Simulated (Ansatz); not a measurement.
## A hypothetical structure for Ca2La

Starting from a made-up structure for Ca2La, the aim is the relaxed cell, its shortest contacts and, where a second run follows, its electronic structure.

Main program and level: Ansatz 0.2.0; DFT, PBE, plane-wave PAW, files of the set soft_1, scalar-relativistic, no spin, cell and ions relaxed at zero pressure; PAW set soft_1.

### 1. Starting point

The structure is trigonal, space group P-3m1 (No. 164). The conventional cell has a = 5.576 Å, b = 5.576 Å, c = 3.939 Å, α = 90.00°, β = 90.00°, γ = 120.00°. La has 12 Ca at 3.63 to 3.93 Å and 2 La at 3.94 Å nearest. Nearest to Ca lie 5 Ca at 3.27 to 3.94 Å and 6 La at 3.63 to 3.93 Å. Farther neighbours are not listed.

### 2. Relaxing cell and atoms

The guess takes its coordinates from another compound and its volume from a rule, so the cell and any free coordinates are relaxed together.

input.yaml

```yaml
crystal:
  lattice:
    - [5.576, 0.0, 0.0]
    - [-2.788, 4.828957652, 0.0]
    - [0.0, 0.0, 3.939]
  atoms:
    - { symbol: La, position: [0.0, 0.0, 0.0] }
    - { symbol: Ca, position: [0.666666667, 0.333333333, 0.5721] }
    - { symbol: Ca, position: [0.333333333, 0.666666667, 0.4279] }
kpoints:
  mp_grid: { grid: [6, 6, 7] }
scf:
  occupations: { method: fermi_dirac, width: 0.05 }
hamiltonian:
  xc: pbe
  pseudopotentials: { kind: paw, azcp: { folder: soft_1 } }
relax:
  f_tol: 0.015
  max_steps: 70
  cell: {}
output:
  forces: true
  stress: true
```

Launch:

```bash
> ansatz run input.yaml --threads 4 --pin off --max-ram 8192MiB --backend cpu --events-out ev --progress --plain --runs-dir out
```

Numbers of over 12 decimals in the logs are rounded to 6 here.

Log:

```text
Engine: ansatz 0.2.0, aarch64-unknown-linux-gnu
Pseudopotentials: kind: paw
Pseudopotential: La, paw, valence charge 11, recommended cutoff 420 eV (normal), soft_1/La.paw.azcp
Pseudopotential: Ca, paw, valence charge 10, recommended cutoff 420 eV (normal), soft_1/Ca.paw.azcp
Functional definition: PBE
  parameter kappa = 0.804
  parameter beta = 0.066725
  exchange = pbe_x(kappa = kappa, mu = beta*pi^2/3)
  correlation = pbe_c(beta = beta)
Crystal: 3 atoms, lattice volume = 106.063 Å³
Basis set: ecut = 420 eV, 2077 PW (Γ), exchange–correlation on 80×80×54 points (8 copies of the dense FFT grid, shifted against one another)
Bands: 20, of which v1, the nominal top of the filled ones, is band 16 counted from 1 (15 counted from 0)
Symmetry: 12 space group operations
Space group: P-3m1 (ITA 164), of the structure as read, at distance tolerance 4.7e-5 Å
k-points: 37 of 252
Non-local potential: La, projectors of the file, l = 0: 3, l = 1: 2, l = 2: 2, l = 3: 3
Non-local potential: Ca, projectors of the file, l = 0: 3, l = 1: 2, l = 2: 2
PAW form: soft (Blöchl's): semilocal exchange-correlation on the pseudo side does not see the compensation charge
PAW one-centre angular grid: La, 590 points (default); XC on 64 Gauss nodes
PAW one-centre angular grid: Ca, 110 points (default); XC on 64 Gauss nodes
Initial density: superposition of atomic densities (chi_scale 0.1, normalization cell, long waves kept (reshape's long-wave potential 0.00 eV rms))
Initial wavefunctions: pseudopotential atomic-orbital guess
Functional: x = pbe(κ = 0.804, μ = 0.219515), c = pbe(β = 0.066725)
SCF iter   1: F=—  HF=-9883.484822 eV  |F-HF|=—  |Δ(HF+E_count)|=         —  Δρ=1.56e-2  dr2=3.26e-1  ethr=3.10e-3  ⟨swp⟩=8.3  Hψ=4397  notcnv=0
preconditioner: auto → Kerker (q_TF=auto, 2.223 Å⁻¹)  [metal: Δε(μ)=0.003 eV  Ē_g=2.065 eV  σ=0.050 eV  W_gap=0.02  n_scr=20 (ndim 8)  ℏωp=9.5 eV  f_vac=0.000  D(μ)=5.20/eV (n_scr^D=44)]
SCF iter   2: F=—  HF=-9883.417146 eV  |F-HF|=—  |Δ(HF+E_count)|=   6.77e-2  Δρ=8.95e-3  dr2=1.15e-1  ethr=1.05e-3  ⟨swp⟩=3.8  Hψ=1300  notcnv=0
SCF iter   3: F=—  HF=-9883.386802 eV  |F-HF|=—  |Δ(HF+E_count)|=   3.03e-2  Δρ=1.40e-3  dr2=4.87e-3  ethr=3.70e-4  ⟨swp⟩=6.5  Hψ=2315  notcnv=0  defer=2
SCF iter   4: F=—  HF=-9883.386765 eV  |F-HF|=—  |Δ(HF+E_count)|=   3.69e-5  Δρ=4.48e-4  dr2=2.75e-4  ethr=1.57e-5  ⟨swp⟩=3.8  Hψ=1399  notcnv=0  defer=1
SCF iter   5: F=—  HF=-9883.386754 eV  |F-HF|=—  |Δ(HF+E_count)|=   1.06e-5  Δρ=1.59e-4  dr2=4.92e-5  ethr=8.87e-7  ⟨swp⟩=2.4  Hψ=1443  notcnv=0  defer=1
SCF iter   6: F=—  HF=-9883.386763 eV  |F-HF|=—  |Δ(HF+E_count)|=   8.34e-6  Δρ=2.37e-5  dr2=1.21e-6  ethr=1.59e-7  ⟨swp⟩=2.0  Hψ=905  notcnv=0
SCF iter   7: F=-9883.386763 eV  HF=-9883.386763 eV  |F-HF|=1.24e-8  |Δ(HF+E_count)|=   7.39e-8  Δρ=5.36e-6  dr2=4.35e-8  ethr=3.23e-10  ⟨swp⟩=5.8  Hψ=3220  notcnv=0
SCF 1 converged in 7 iterations: F = -9883.386763 eV  dr2 = 4.35e-8
  greatest PAW one-centre occupation: 0.996 electrons in one spin orbital (limit 2), on the Ca atom at site 2 (counted from 0), in its partial waves of l = 0
relax step   1: F+E_penalty+E_count = -9883.38676257 eV  Δ(F+E_penalty+E_count) = +0.000e0 eV  max|allowed force component| = 1.423e-1 eV/Å  Δτ_max = 0.0000 Å  P = +3.282 GPa  Ω = 106.063 Å³  (7 SCF iters, dr2 threshold 1.00e-7 eV, accepted)
Crystal: 3 atoms, lattice volume = 113.252 Å³
Basis set: ecut = 420 eV, 2221 PW (Γ), exchange–correlation on 80×80×54 points (8 copies of the dense FFT grid, shifted against one another)
Initial density: handed on by an earlier stage of this run
Initial wavefunctions: those handed on with the density
iter 1 solved again at ethr=3.13e-5 eV; its pass at ethr=3.10e-3 eV (dr2=9.71e-3 eV) is discarded
SCF iter   1: F=—  HF=-9883.690303 eV  |F-HF|=—  |Δ(HF+E_count)|=         —  Δρ=2.54e-3  dr2=1.04e-2  ethr=3.13e-5  ⟨swp⟩=2.1  Hψ=7611  notcnv=0
preconditioner: auto → Kerker (q_TF=auto, 2.198 Å⁻¹)  [metal: Δε(μ)=0.037 eV  Ē_g=1.860 eV  σ=0.050 eV  W_gap=0.18  n_scr=26 (ndim 8)  ℏωp=9.2 eV  f_vac=0.000  D(μ)=4.76/eV (n_scr^D=44)]
SCF iter   2: F=—  HF=-9883.689102 eV  |F-HF|=—  |Δ(HF+E_count)|=   1.20e-3  Δρ=1.36e-3  dr2=2.36e-3  ethr=3.13e-5  ⟨swp⟩=4.1  Hψ=1123  notcnv=0  defer=1
SCF iter   3: F=—  HF=-9883.689367 eV  |F-HF|=—  |Δ(HF+E_count)|=   2.65e-4  Δρ=3.30e-4  dr2=1.50e-4  ethr=7.62e-6  ⟨swp⟩=3.3  Hψ=1492  notcnv=0
SCF iter   4: F=—  HF=-9883.689426 eV  |F-HF|=—  |Δ(HF+E_count)|=   5.83e-5  Δρ=1.11e-4  dr2=2.36e-5  ethr=4.84e-7  ⟨swp⟩=2.2  Hψ=1115  notcnv=0
SCF iter   5: F=—  HF=-9883.689426 eV  |F-HF|=—  |Δ(HF+E_count)|=   8.42e-7  Δρ=2.82e-5  dr2=1.56e-6  ethr=7.61e-8  ⟨swp⟩=2.9  Hψ=1349  notcnv=0
SCF iter   6: F=-9883.689426 eV  HF=-9883.689426 eV  |F-HF|=5.11e-8  |Δ(HF+E_count)|=   1.09e-7  Δρ=8.30e-6  dr2=1.11e-7  ethr=9.68e-10  ⟨swp⟩=6.1  Hψ=3566  notcnv=0
SCF 2 converged in 6 iterations: F = -9883.689426 eV  dr2 = 1.11e-7
relax step   2: F+E_penalty+E_count = -9883.68942622 eV  Δ(F+E_penalty+E_count) = -3.027e-1 eV  max|allowed force component| = 7.122e-2 eV/Å  Δτ_max = 0.0372 Å  P = +1.334 GPa  Ω = 113.252 Å³  energy of the carried Pulay correction = -1.290e-4 eV  (6 SCF iters, dr2 threshold 3.00e-7 eV, accepted)
Crystal: 3 atoms, lattice volume = 117.485 Å³
Basis set: ecut = 420 eV, 2299 PW (Γ), exchange–correlation on 80×80×54 points (8 copies of the dense FFT grid, shifted against one another)
iter 1 solved again at ethr=7.15e-5 eV; its pass at ethr=3.10e-3 eV (dr2=2.22e-2 eV) is discarded
SCF iter   1: F=—  HF=-9883.805511 eV  |F-HF|=—  |Δ(HF+E_count)|=         —  Δρ=2.79e-3  dr2=2.33e-2  ethr=7.15e-5  ⟨swp⟩=2.0  Hψ=7890  notcnv=0
preconditioner: auto → Kerker (q_TF=auto, 2.185 Å⁻¹)  [metal: Δε(μ)=0.010 eV  Ē_g=1.832 eV  σ=0.050 eV  W_gap=0.05  n_scr=26 (ndim 8)  ℏωp=9.1 eV  f_vac=0.000  D(μ)=5.20/eV (n_scr^D=44)]
SCF iter   2: F=—  HF=-9883.802914 eV  |F-HF|=—  |Δ(HF+E_count)|=   2.60e-3  Δρ=1.46e-3  dr2=5.14e-3  ethr=7.15e-5  ⟨swp⟩=3.8  Hψ=1110  notcnv=0
SCF iter   3: F=—  HF=-9883.803146 eV  |F-HF|=—  |Δ(HF+E_count)|=   2.33e-4  Δρ=3.97e-4  dr2=3.40e-4  ethr=1.66e-5  ⟨swp⟩=2.9  Hψ=1169  notcnv=0
SCF iter   4: F=—  HF=-9883.803207 eV  |F-HF|=—  |Δ(HF+E_count)|=   6.02e-5  Δρ=1.59e-4  dr2=7.56e-5  ethr=1.10e-6  ⟨swp⟩=3.0  Hψ=1472  notcnv=0
SCF iter   5: F=—  HF=-9883.803200 eV  |F-HF|=—  |Δ(HF+E_count)|=   6.43e-6  Δρ=4.40e-5  dr2=5.53e-6  ethr=2.44e-7  ⟨swp⟩=1.9  Hψ=900  notcnv=0
SCF iter   6: F=-9883.803200 eV  HF=-9883.803200 eV  |F-HF|=4.71e-8  |Δ(HF+E_count)|=   9.58e-8  Δρ=1.03e-5  dr2=1.86e-7  ethr=9.68e-10  ⟨swp⟩=5.5  Hψ=4127  notcnv=0
SCF 3 converged in 6 iterations: F = -9883.803200 eV  dr2 = 1.86e-7
relax step   3: F+E_penalty+E_count = -9883.80320021 eV  Δ(F+E_penalty+E_count) = -1.138e-1 eV  max|allowed force component| = 2.405e-2 eV/Å  Δτ_max = 0.0374 Å  P = +0.463 GPa  Ω = 117.485 Å³  energy of the carried Pulay correction = -2.010e-4 eV  (6 SCF iters, dr2 threshold 3.00e-7 eV, accepted)
Crystal: 3 atoms, lattice volume = 119.648 Å³
Basis set: ecut = 420 eV, 2311 PW (Γ), exchange–correlation on 80×80×54 points (8 copies of the dense FFT grid, shifted against one another)
iter 1 solved again at ethr=2.55e-6 eV; its pass at ethr=3.10e-3 eV (dr2=7.90e-4 eV) is discarded
SCF iter   1: F=—  HF=-9883.807573 eV  |F-HF|=—  |Δ(HF+E_count)|=         —  Δρ=5.75e-4  dr2=7.38e-4  ethr=2.55e-6  ⟨swp⟩=3.1  Hψ=7347  notcnv=0
preconditioner: auto → Kerker (q_TF=auto, 2.178 Å⁻¹)  [metal: Δε(μ)=0.015 eV  Ē_g=1.839 eV  σ=0.050 eV  W_gap=0.07  n_scr=26 (ndim 8)  ℏωp=9.0 eV  f_vac=0.000  D(μ)=5.42/eV (n_scr^D=44)]
SCF iter   2: F=—  HF=-9883.807479 eV  |F-HF|=—  |Δ(HF+E_count)|=   9.34e-5  Δρ=3.40e-4  dr2=2.74e-4  ethr=2.38e-6  ⟨swp⟩=1.2  Hψ=746  notcnv=0
SCF iter   3: F=—  HF=-9883.807439 eV  |F-HF|=—  |Δ(HF+E_count)|=   3.97e-5  Δρ=6.09e-5  dr2=4.33e-6  ethr=8.83e-7  ⟨swp⟩=2.0  Hψ=1086  notcnv=0
SCF iter   4: F=—  HF=-9883.807441 eV  |F-HF|=—  |Δ(HF+E_count)|=   1.60e-6  Δρ=2.35e-5  dr2=9.12e-7  ethr=1.40e-8  ⟨swp⟩=2.4  Hψ=1358  notcnv=0
SCF iter   5: F=-9883.807441 eV  HF=-9883.807441 eV  |F-HF|=2.01e-8  |Δ(HF+E_count)|=   9.67e-8  Δρ=5.83e-6  dr2=8.81e-8  ethr=9.68e-10  ⟨swp⟩=6.1  Hψ=3355  notcnv=0
SCF 4 converged in 5 iterations: F = -9883.807441 eV  dr2 = 8.81e-8
relax step   4: F+E_penalty+E_count = -9883.80744093 eV  Δ(F+E_penalty+E_count) = -4.241e-3 eV  max|allowed force component| = 2.205e-2 eV/Å  Δτ_max = 0.0152 Å  P = +0.061 GPa  Ω = 119.648 Å³  energy of the carried Pulay correction = -2.368e-4 eV  (5 SCF iters, dr2 threshold 3.00e-7 eV, accepted)
Crystal: 3 atoms, lattice volume = 119.717 Å³
iter 1 solved again at ethr=4.76e-7 eV; its pass at ethr=3.10e-3 eV (dr2=1.48e-4 eV) is discarded
SCF iter   1: F=—  HF=-9883.808465 eV  |F-HF|=—  |Δ(HF+E_count)|=         —  Δρ=5.21e-4  dr2=2.27e-4  ethr=4.76e-7  ⟨swp⟩=3.8  Hψ=6821  notcnv=0
preconditioner: auto → Kerker (q_TF=auto, 2.178 Å⁻¹)  [metal: Δε(μ)=0.034 eV  Ē_g=1.841 eV  σ=0.050 eV  W_gap=0.17  n_scr=26 (ndim 8)  ℏωp=9.0 eV  f_vac=0.000  D(μ)=5.43/eV (n_scr^D=44)]
SCF iter   2: F=—  HF=-9883.808490 eV  |F-HF|=—  |Δ(HF+E_count)|=   2.51e-5  Δρ=3.12e-4  dr2=7.63e-5  ethr=4.76e-7  ⟨swp⟩=1.8  Hψ=1124  notcnv=0
SCF iter   3: F=—  HF=-9883.808508 eV  |F-HF|=—  |Δ(HF+E_count)|=   1.85e-5  Δρ=4.07e-5  dr2=2.29e-6  ethr=2.46e-7  ⟨swp⟩=2.1  Hψ=954  notcnv=0
SCF iter   4: F=—  HF=-9883.808510 eV  |F-HF|=—  |Δ(HF+E_count)|=   1.47e-6  Δρ=1.48e-5  dr2=3.94e-7  ethr=7.40e-9  ⟨swp⟩=2.0  Hψ=1299  notcnv=0
SCF iter   5: F=-9883.808510 eV  HF=-9883.808510 eV  |F-HF|=1.63e-9  |Δ(HF+E_count)|=   1.58e-8  Δρ=2.98e-6  dr2=1.15e-8  ethr=9.80e-11  ⟨swp⟩=5.7  Hψ=4174  notcnv=0
SCF 5 converged in 5 iterations: F = -9883.808510 eV  dr2 = 1.15e-8
relax step   5: F+E_penalty+E_count = -9883.80850982 eV  Δ(F+E_penalty+E_count) = -1.069e-3 eV  max|allowed force component| = 1.408e-2 eV/Å  Δτ_max = 0.0311 Å  P = +0.048 GPa  Ω = 119.717 Å³  energy of the carried Pulay correction = -2.379e-4 eV  (5 SCF iters, dr2 threshold 3.04e-8 eV, accepted)
Crystal: 3 atoms, lattice volume = 120.021 Å³
Basis set: ecut = 420 eV, 2323 PW (Γ), exchange–correlation on 80×80×54 points (8 copies of the dense FFT grid, shifted against one another)
iter 1 solved again at ethr=6.46e-7 eV; its pass at ethr=3.10e-3 eV (dr2=2.00e-4 eV) is discarded
SCF iter   1: F=—  HF=-9883.809046 eV  |F-HF|=—  |Δ(HF+E_count)|=         —  Δρ=6.05e-4  dr2=3.00e-4  ethr=6.46e-7  ⟨swp⟩=3.6  Hψ=6863  notcnv=0
preconditioner: auto → Kerker (q_TF=auto, 2.177 Å⁻¹)  [metal: Δε(μ)=0.018 eV  Ē_g=1.838 eV  σ=0.050 eV  W_gap=0.09  n_scr=26 (ndim 8)  ℏωp=9.0 eV  f_vac=0.000  D(μ)=5.45/eV (n_scr^D=44)]
SCF iter   2: F=—  HF=-9883.809077 eV  |F-HF|=—  |Δ(HF+E_count)|=   3.12e-5  Δρ=3.62e-4  dr2=1.05e-4  ethr=6.46e-7  ⟨swp⟩=1.3  Hψ=879  notcnv=0
SCF iter   3: F=—  HF=-9883.809110 eV  |F-HF|=—  |Δ(HF+E_count)|=   3.35e-5  Δρ=4.50e-5  dr2=2.83e-6  ethr=3.39e-7  ⟨swp⟩=2.6  Hψ=1177  notcnv=0
SCF iter   4: F=—  HF=-9883.809101 eV  |F-HF|=—  |Δ(HF+E_count)|=   9.02e-6  Δρ=1.44e-5  dr2=4.21e-7  ethr=9.13e-9  ⟨swp⟩=2.4  Hψ=1292  notcnv=0
SCF iter   5: F=—  HF=-9883.809101 eV  |F-HF|=—  |Δ(HF+E_count)|=   2.45e-8  Δρ=3.07e-6  dr2=1.54e-8  ethr=1.36e-9  ⟨swp⟩=2.2  Hψ=1197  notcnv=0
SCF iter   6: F=-9883.809101 eV  HF=-9883.809101 eV  |F-HF|=1.27e-11  |Δ(HF+E_count)|=  5.28e-11  Δρ=6.32e-7  dr2=6.51e-10  ethr=2.95e-11  ⟨swp⟩=6.4  Hψ=3567  notcnv=0
SCF 6 converged in 6 iterations: F = -9883.809101 eV  dr2 = 6.51e-10
relax step   6: F+E_penalty+E_count = -9883.80910131 eV  Δ(F+E_penalty+E_count) = -5.915e-4 eV  max|allowed force component| = 1.820e-3 eV/Å  Δτ_max = 0.0361 Å  P = -0.006 GPa  Ω = 120.021 Å³  energy of the carried Pulay correction = -2.429e-4 eV  (6 SCF iters, dr2 threshold 9.13e-9 eV, accepted)
Basis set: ecut = 420 eV, 2323 PW (Γ), exchange–correlation on 90×90×50 points (8 copies of the dense FFT grid, shifted against one another)
Initial wavefunctions: pseudopotential atomic-orbital guess (no wavefunctions were taken with the density)
iter 1 solved again at ethr=5.28e-6 eV; its pass at ethr=3.10e-3 eV (dr2=1.64e-3 eV) is discarded
SCF iter   1: F=—  HF=-9883.810425 eV  |F-HF|=—  |Δ(HF+E_count)|=         —  Δρ=1.18e-4  dr2=2.17e-6  ethr=5.28e-6  ⟨swp⟩=3.0  Hψ=5982  notcnv=0
eigensolver tolerance schedule: the retry pair's looser diagonalisation over-reported the residual by 754.55 of it (diagonalisation noise at an unbounded share of the residual, at the tolerance the schedule requests for it); recorded, not acted on — ethr = c·dr2/N_el stays at c = 1.0e-1
preconditioner: auto → Kerker (q_TF=auto, 2.177 Å⁻¹)  [metal: Δε(μ)=0.021 eV  Ē_g=1.838 eV  σ=0.050 eV  W_gap=0.10  n_scr=26 (ndim 8)  ℏωp=9.0 eV  f_vac=0.000  D(μ)=5.44/eV (n_scr^D=44)]
SCF iter   2: F=—  HF=-9883.810438 eV  |F-HF|=—  |Δ(HF+E_count)|=   1.30e-5  Δρ=6.19e-5  dr2=5.74e-7  ethr=6.98e-9  ⟨swp⟩=3.1  Hψ=1717  notcnv=0
SCF iter   3: F=—  HF=-9883.810441 eV  |F-HF|=—  |Δ(HF+E_count)|=   2.51e-6  Δρ=3.21e-6  dr2=3.89e-9  ethr=1.85e-9  ⟨swp⟩=2.0  Hψ=1255  notcnv=0
SCF iter   4: F=—  HF=-9883.810441 eV  |F-HF|=—  |Δ(HF+E_count)|=   6.54e-9  Δρ=6.49e-7  dr2=4.39e-10  ethr=1.26e-11  ⟨swp⟩=2.5  Hψ=1344  notcnv=0
SCF iter   5: F=—  HF=-9883.810441 eV  |F-HF|=—  |Δ(HF+E_count)|=  2.09e-10  Δρ=2.08e-7  dr2=6.74e-11  ethr=1.42e-12  ⟨swp⟩=2.3  Hψ=1293  notcnv=0
SCF iter   6: F=-9883.810441 eV  HF=-9883.810441 eV  |F-HF|=1.82e-12  |Δ(HF+E_count)|=  3.64e-12  Δρ=5.79e-8  dr2=5.76e-12  ethr=1.00e-12  ⟨swp⟩=6.8  Hψ=3722  notcnv=0
SCF 7 converged in 6 iterations: F = -9883.810441 eV  dr2 = 5.76e-12
relax step   7: F+E_penalty+E_count = -9883.81044090 eV  Δ(F+E_penalty+E_count) = -1.340e-3 eV  max|allowed force component| = 1.818e-3 eV/Å  Δτ_max = 0.0000 Å  P = +0.017 GPa  Ω = 120.021 Å³  stress off target by 2.53e-2 GPa  SCF on the basis re-selected at this cell (its energy is not comparable with the rows above)  (6 SCF iters)
basis re-selected at this cell: Δ(F+E_penalty+E_count) = -1.340e-3 eV, ΔP = +0.022 GPa vs the last step (what re-selecting the basis moved, of the pressure what is left beyond the Pulay correction that the steps carried, after the strain that the cell walked since its last selection, with what the two solves' SCF thresholds leave and, on support functions, any second-order correction that the steps lacked; it is no measure of the basis error at this ecutwfc). The dense FFT grid was sized anew with the basis: this SCF ran on 45×45×25 points, the steps before it on 40×40×27, so part of this shift can come from that change (see relax.cell in the input reference). [rest of the remark cut]
SCF converged after 6 iterations
Free energy (F): -9883.810441 eV
Harris-Foulkes:  -9883.810441 eV  (|F-HF|=1.82e-12)
Internal energy: -9883.767153 eV  (E = F + TS)
E sigma→0 (E₀):  -9883.788797 eV
Entropy (-TS):   -0.043288 eV (-14.429 meV/atom)
Fermi energy:    6.893327 eV
--- Per-component energies (eV) ---
  E_band       = -400.362408
  E_kinetic    = 689.121318
  E_local      = -2016.816943  (includes V_loc(G=0)·N_el)
  E_nonlocal   = 267.268282
  E_hartree    = 667.478421
  E_xc         = -395.476528
  E_vxc        = -458.298516  (∫ρ·V_xc dr)
  E_paw        = -7146.306737  (= ΣΔE_a)
  E_vpaw       = -216.593363  (= ΣTr[D̂ρ^β])
  E_aug_tail   = -0.000011  (compensation charges beyond the density's cutoff)
  E_ewald      = -1949.034953
  E_smearing   = -0.043288  (= −TS)
  E_closure    = 0.000000  (closes the sum)
  Σ components = -9883.810441   (vs F -9883.810441, Δ=0.00e0)
--- Forces (eV/Å), atoms counted from 1 ---
  atom   1  La     0.00000000    -0.00000000     0.00000000
  atom   2  Ca     0.00000000     0.00000000     0.00181821
  atom   3  Ca     0.00000000    -0.00000000    -0.00181821
  max |Σ_I F_I| component: 2.31e-18 eV/Å
--- Stress (GPa, compression-positive) ---
        0.025309       0.000000       0.000000
        0.000000       0.025309       0.000000
        0.000000       0.000000       0.000018
  P = ⅓ Tr σ = 0.0169 GPa (0.169 kbar)
--- Relaxed structure (6 steps of the walk, 6 accepted, 1 SCFs on fresh bases) ---
  F+E_penalty+E_count = -9883.81044090 eV   max|allowed force component| = 1.818e-3 eV/Å   (the final SCF, on the basis selected at the relaxed cell)
  cell:  # Å, volume = 120.0209 Å³
    - [6.144661, 0, 6.981016796731503e-18]
    - [-3.072331, 5.321433, -3.49050839836575e-18]
    - [4.931532489402361e-18, 0, 3.670544]
  atoms:
    - { symbol: La, position: [0, 0, 0] }
    - { symbol: Ca, position: [0.666667, 0.333333, 0.611950] }
    - { symbol: Ca, position: [0.333333, 0.666667, 0.388050] }
```

Run time: 8.4 s. Hardware: 4 threads of Arm Neoverse V2, shared host; peak memory 0.46 GiB; 30 s of CPU time.

Step by step:

```csv
step,energy less that of the first step (eV),largest force component (eV/Å),pressure (GPa),volume (Å³)
1,0.0000,0.1423,3.28,106.06
2,-0.3027,0.0712,1.33,113.25
3,-0.4164,0.0240,0.46,117.49
4,-0.4207,0.0220,0.06,119.65
5,-0.4217,0.0141,0.05,119.72
6,-0.4223,0.0018,-0.01,120.02
7*,-0.4237,0.0018,0.02,120.02
```

Relaxation steps marked * repeat the geometry before them on a plane-wave basis chosen anew for their cell, so energy and pressure can jump there.

Forces are held to the 12 operations that the run works with; a distortion that breaks them can't arise in this run.

```csv
"conventional cell, symmetrised",before,after,change
a (Å),5.576,6.145,+10.2 %
b (Å),5.576,6.145,+10.2 %
c (Å),3.939,3.671,-6.8 %
volume (Å³/atom),35.35,40.01,+13.2 %
```

The atoms that moved most (Å, as changes of fractional coordinates times the final cell):

```csv
atom,dx,dy,dz,length
Ca3,0.000,0.000,-0.146,0.146
Ca2,0.000,0.000,0.146,0.146
```

Final coordinates:

```xyz
3
Lattice="6.1447 0.0000 0.0000 -3.0723 5.3214 0.0000 0.0000 0.0000 3.6705" Properties=species:S:1:pos:R:3 pbc="T T T"
La    0.0000    0.0000    0.0000
Ca    3.0723    1.7738    2.2462
Ca    0.0000    3.5476    1.4244
```

This step gave:

- free energy: -9883.8104 eV
- energy at zero smearing: -9883.7888 eV
- smearing term TS: 0.04329 eV
- Fermi energy: 6.893 eV
- electrons: 31
- symmetry operations: 12
- pressure: 0.01688 GPa

The shortest distance of each pair, which need not be the same contact before and after:

```csv
pair,guess (Å),relaxed (Å)
Ca–Ca,3.269,3.642
La–La,3.939,3.671
Ca–La,3.634,3.823
```

The relaxation ends with a largest force component of 0.0018 eV/Å and a pressure of 0.02 GPa.

### 3. Summary of results

```json
{"space group, relaxed": "P-3m1", "conventional cell": "a = 6.145, b = 6.145, c = 3.671 Å; α = 90.0°, β = 90.0°, γ = 120.0°", "volume per atom": "40.01 Å³ (guess 35.35)"}
```

What this shows: Ca2La relaxes to P-3m1 with a = 6.145, b = 6.145 and c = 3.671 Å. The guessed volume was 12 % too small. The space group P-3m1 was held in the relaxation, so the end point is a stationary structure within it and may be a saddle against distortions or other arrangements. Mesh and cutoff weren't tested. A vector of the cell changed its length by 10 %, more than the volume shows. Spin-orbit coupling is left out, which can matter for elements this heavy. No dispersion term is used, so weakly bound directions may come out too long. Nothing here tests whether the compound is stable against decomposition.

[Logs are printed without paths, hosts, clocks, repeated set-up lines and the standing remarks that a program may print on its own settings, such as how far it seeks lower states.]

[Hosts, paths, dates, database ids (printed as entryN), source tags and the programs' standing remarks are cut or masked in the printed files.]
